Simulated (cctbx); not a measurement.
# A disordered crystal of nominal Yb2CdNiRh4

Cell a = 4.0110 Å, b = 6.7880 Å, c = 5.4775 Å, α = 90.00°, β = 111.38°, γ = 90.00°; space group Pm (no. 6); nominal formula Yb2CdNiRh4.

Simulated single-crystal data (cctbx): synchrotron X-rays, λ = 0.6889 Å, to d = 0.65 Å, 50 % of the full sphere, strongest reflection 40000 counts, noise from counting, a 1.5 % proportional error and a noise floor of 4 counts (s.d.); no absorption, and some extinction, which the refinements don't model.

With every site full:

```text
Rint 0.010, 814 unique reflections to 0.65 A
cycle     R1     wR2    GooF  max shift (A)
   1  0.0950  0.2050   8.433   0.00339
   2  0.0145  0.0343   1.410   0.00003
final R1 0.0145 wR2 0.0343 GooF 1.410  parameters 42  data/parameter 19.4
atom        x        y        z      Ueq    occ   su(xyz)  su(Uiso or U11)
Yb1    0.05003  0.00000  0.11586   0.0130  1.000  0.00008  0.0002
Yb2    0.93702  0.50000  0.86767   0.0125  1.000  0.00009  0.0002
Cd1    0.78544  0.00000  0.55922   0.0128  1.000  0.00018  0.0003
Rh1    0.31410  0.19823  0.66834   0.0184  1.000  0.00018  0.0003
Rh2    0.65195  0.70435  0.31077   0.0126  1.000  0.00015  0.0002
Ni1    0.22116  0.50000  0.42426   0.0155  1.000  0.00038  0.0005
difference map: max 1.14 min -1.38 rms 0.30
Q1    0.9241  0.2075  0.8331    2    1.17  1.98 A from Cd1
Q2    0.1416  0.0000  0.3631    1    1.11  1.27 A from Yb1
Q3    0.0661  0.3281  0.1918    2    0.87  1.67 A from Ni1
Q4    0.7675  0.5000  0.6200    1    0.86  1.28 A from Yb2
Q5    0.8330  0.2969  0.6462    2    0.86  1.71 A from Rh2
Q6    0.5414  0.5000  0.0146    1    0.84  2.02 A from Yb2
```

With the occupancies of the suspect sites free, each still typed as its main element:

```text
Rint 0.010, 814 unique reflections to 0.65 A
cycle     R1     wR2    GooF  max shift (A)
   1  0.0516  0.1333   5.487   0.00020
  15  0.0139  0.0322   1.326   0.00002
final R1 0.0138 wR2 0.0322 GooF 1.324  parameters 43  data/parameter 18.9
atom        x        y        z      Ueq    occ   su(xyz)  su(Uiso or U11)
Yb1    0.05000  0.00000  0.11587   0.0131  1.000  0.00008  0.0002
Yb2    0.93698  0.50000  0.86767   0.0126  1.000  0.00008  0.0001
Cd1    0.78549  0.00000  0.55923   0.0129  1.000  0.00016  0.0003
Rh1    0.31415  0.19819  0.66830   0.0177  0.977  0.00016  0.0003
Rh2    0.65197  0.70440  0.31077   0.0127  1.000  0.00014  0.0002
Ni1    0.22124  0.50000  0.42427   0.0157  1.000  0.00036  0.0005
su of occupancy Rh1: 0.003
difference map: max 1.13 min -1.34 rms 0.29
Q1    0.9265  0.2068  0.8339    2    1.16  1.98 A from Cd1
Q2    0.1398  0.0000  0.3643    1    1.12  1.27 A from Yb1
Q3    0.7672  0.5000  0.6177    1    0.86  1.29 A from Yb2
Q4    0.5418  0.5000  0.0128    1    0.86  2.02 A from Yb2
Q5    0.0603  0.3255  0.1882    2    0.84  1.70 A from Ni1
Q6    0.8330  0.2942  0.6480    2    0.79  1.72 A from Rh2
```

**Question.** What is the disorder?

X-rays count electrons. Rh1 refines to 0.977(0.003), or 44.0 electrons; the site truly holds 0.97 Rh, 43.6 electrons, which is 0.970 of Rh. A value under 1 can't tell vacancies from a lighter guest, and one over 1 needs a heavier guest; chemistry or a second radiation must settle which. Occupancy correlates with U and the scale, so the match is approximate.

Freeing them takes R1 from 0.0145 to 0.0138 and GooF from 1.41 to 1.32.

The model is made up (kin elements in a known structure type, no relaxation), so it says nothing on whether the phase exists.

[Middle refinement cycles are left out of these outputs.]

[Logs are printed without paths, hosts, clocks, repeated set-up lines and the standing remarks that a program may print on its own settings, such as how far it seeks lower states.]
